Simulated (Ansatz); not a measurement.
## Work function of Sr(110): what the settings cost and change: slab, setting cutoff 200 eV

Ansatz 0.2.0; plane-wave DFT, PBE, Ansatz PAW.

A work function rests on the faint tail of the density, so the SCF threshold is tight. The cutoff is raised first; then mesh and smearing are varied at the default cutoff.

Input file input.yaml:

```yaml
crystal:
  lattice:
    - [6.08, 0.0, 0.0]
    - [0.0, 4.2992092296, 0.0]
    - [0.0, 0.0, 30.8976276888]
  atoms:
    - { symbol: Sr, position: [0.0, 0.0, 0.2912844989] }
    - { symbol: Sr, position: [0.5, 0.5, 0.3608563326] }
    - { symbol: Sr, position: [0.0, 0.0, 0.4304281663] }
    - { symbol: Sr, position: [0.5, 0.5, 0.5] }
    - { symbol: Sr, position: [0.0, 0.0, 0.5695718337] }
    - { symbol: Sr, position: [0.5, 0.5, 0.6391436674] }
    - { symbol: Sr, position: [0.0, 0.0, 0.7087155011] }
kpoints:
  mp_grid: { grid: [7, 10, 1] }
hamiltonian:
  xc: pbe
scf:
  occupations: { method: fermi_dirac, width: 0.1 }
  convergence: { dr2_threshold: 1.0e-09 }
efield:
  axis: 3
  dipole_correction: true
  ramp_position: 0.97
  ramp_width: 0.06
basis:
  ecutwfc: "200 eV"
output:
  write_potential: true
  write_density: true
  volumetric_format: npy
  elf: true
```

The run is started by

```sh
> ansatz run input.yaml --threads 2 --pin off --max-ram 3072MiB --backend cpu --events-out ev --progress --plain --runs-dir out
```

**Question.** What does this run give for the work function upper face and electron's electrostatic potential energy less the Fermi level against z?

In the vacuum the potential turns flat, and its height over the Fermi level, 2.59 eV, is the work function of the face beside that plateau.

ELF in the ca plane at fractional y = 0.000, with atoms of Sr within 0.2 Å of it. It is the smooth field of the valence electrons, not physical close to the nuclei.

Electrostatic potential energy in the ca plane at fractional y = 0.000, with atoms of Sr within 0.2 Å of it. With pseudopotentials it is smooth inside the atoms' cores, unlike the true potential.

Numbers from this step:

```yaml
work_function_upper_face: 2.589 eV
```

Running mean over 2.15 Å of the planar mean; the ramp of the sawtooth is left out. The electron's electrostatic potential energy less the Fermi level by z:

```
z (Å)  electron's electrostatic potential energy less the Fermi level (eV)
  3.5                                                                 2.59
  4.0                                                                 2.58
  4.5                                                                 2.58
  5.0                                                                 2.56
  5.5                                                                 2.52
  6.0                                                                 2.44
  6.5                                                                 2.24
  7.0                                                                 1.81
  7.5                                                                0.769
  8.0                                                                -1.41
  8.5                                                                -3.25
  9.0                                                                -3.94
  9.5                                                                -4.11
 10.0                                                                -4.09
 10.5                                                                -4.01
 11.0                                                                -3.94
 11.5                                                                -3.92
 12.0                                                                -3.92
 12.5                                                                -3.94
 13.0                                                                -3.95
 13.5                                                                -3.96
 14.0                                                                -3.96
 14.5                                                                -3.96
 15.0                                                                -3.96
 15.5                                                                -3.96
 16.0                                                                -3.96
 16.5                                                                -3.96
 17.0                                                                -3.96
 17.5                                                                -3.96
 18.0                                                                -3.95
 18.5                                                                -3.93
 19.0                                                                -3.92
 19.5                                                                -3.92
 20.0                                                                -3.95
 20.5                                                                -4.03
 21.0                                                                -4.10
 21.5                                                                -4.09
 22.0                                                                -3.85
 22.5                                                                -2.99
 23.0                                                               -0.930
 23.5                                                                 1.05
 24.0                                                                 1.93
 24.5                                                                 2.29
 25.0                                                                 2.46
 25.5                                                                 2.53
 26.0                                                                 2.56
 26.5                                                                 2.58
 27.0                                                                 2.58
 27.5                                                                 2.59
```

Valence density in the ca plane at fractional y = 0.000, with atoms of Sr within 0.2 Å of it.

Ten steps, logarithmic in the rise over the least value, from '0' (0.0 e/Å³) to '9' (2.5 e/Å³), each cell a mean:
```
22236999984222237999974222247999963100000000
22224799863222235899853222236899752100000000
22223466542222223566532222223566531000000000
22222233322222222233222222222333211000000000
22222222222222222222222222222221110000000000
22222222222222222222222222222111100000000000
22222211222222222211222222221111100000000000
22222211122222222211222222221111100000000000
22222211122222222211222222221111100000000000
22222222222222222222222222222111100000000000
22222222222222222222222222222211110000000000
22222222222222222222222222222222110000000000
22222344432222222344422222223444321000000000
22224678753222224688742222235788642100000000
22235899974222236999964222247999863100000000
22236999985222247999984222248999973100000000
```
Columns run along c (16.0 Å, from fractional 0.35 to 0.87 of the cell), rows up along a (6.1 Å). Atoms in or near the plane, at fractional coordinates: Sr at (0.43, 0.00), Sr at (0.57, 0.00), Sr at (0.71, 0.00).

Values, 9 rows by 16 columns, each cell a mean:
```
0.27 0.35 0.68 0.59 0.20 0.19 0.71 0.70 0.18 0.22 0.65 0.70 0.30 0.17 0.09 0.00
0.46 0.16 0.44 0.21 0.36 0.21 0.36 0.31 0.26 0.37 0.25 0.43 0.10 0.19 0.06 0.00
0.51 0.37 0.20 0.30 0.47 0.42 0.23 0.25 0.44 0.52 0.34 0.17 0.23 0.15 0.03 0.00
0.49 0.51 0.56 0.53 0.47 0.50 0.55 0.54 0.49 0.52 0.59 0.50 0.29 0.10 0.01 0.00
0.43 0.52 0.59 0.54 0.43 0.49 0.57 0.56 0.48 0.48 0.58 0.51 0.27 0.08 0.01 0.00
0.50 0.50 0.50 0.51 0.48 0.49 0.51 0.51 0.49 0.53 0.58 0.46 0.29 0.12 0.01 0.00
0.51 0.28 0.13 0.19 0.45 0.36 0.14 0.15 0.40 0.50 0.21 0.11 0.17 0.17 0.03 0.00
0.40 0.19 0.65 0.33 0.30 0.17 0.56 0.49 0.22 0.31 0.39 0.64 0.14 0.18 0.07 0.00
0.24 0.40 0.52 0.63 0.19 0.22 0.63 0.66 0.19 0.20 0.66 0.57 0.36 0.16 0.09 0.00
```
Columns run along c (16.0 Å, from fractional 0.35 to 0.87 of the cell), rows up along a (6.1 Å). Atoms in or near the plane, at fractional coordinates: Sr at (0.43, 0.00), Sr at (0.57, 0.00), Sr at (0.71, 0.00).

Ten even steps from '0' (-78 eV) to '9' (4 eV), each cell a mean:
```
99998400058999997200178999986100278999999999
99998742579999998633689999998533689999999999
99999888889999999888899999999878899999999999
99999999999999999999999999999999999999999999
99999999999999999999999999999999999999999999
99999999999999999999999999999999999999999999
99999999999999999999999999999999999999999999
99999999999999999999999999999999999999999999
99999999999999999999999999999999999999999999
99999999999999999999999999999999999999999999
99999999999999999999999999999999999999999999
99999999999999999999999999999999999999999999
99999988899999999988999999999888999999999999
99999866789999998766789999998756789999999999
99998510268999998400379999987300489999999999
99997300058999987100068999985000178999999999
```
Columns run along c (16.0 Å, from fractional 0.35 to 0.87 of the cell; values clipped at the 3rd and 97th percentile), rows up along a (6.1 Å). Atoms in or near the plane, at fractional coordinates: Sr at (0.43, 0.00), Sr at (0.57, 0.00), Sr at (0.71, 0.00).

[Logs are printed without paths, hosts, clocks, repeated set-up lines and the standing remarks that a program may print on its own settings, such as how far it seeks lower states.]

[Hosts, paths, dates, database ids (printed as entryN), source tags and the programs' standing remarks are cut or masked in the printed files.]

[Maps of the electrostatic potential energy from Ansatz leave out the sawtooth potential of an applied field or a dipole correction, so their vacuum need not be flat; planar profiles and work functions include it.]
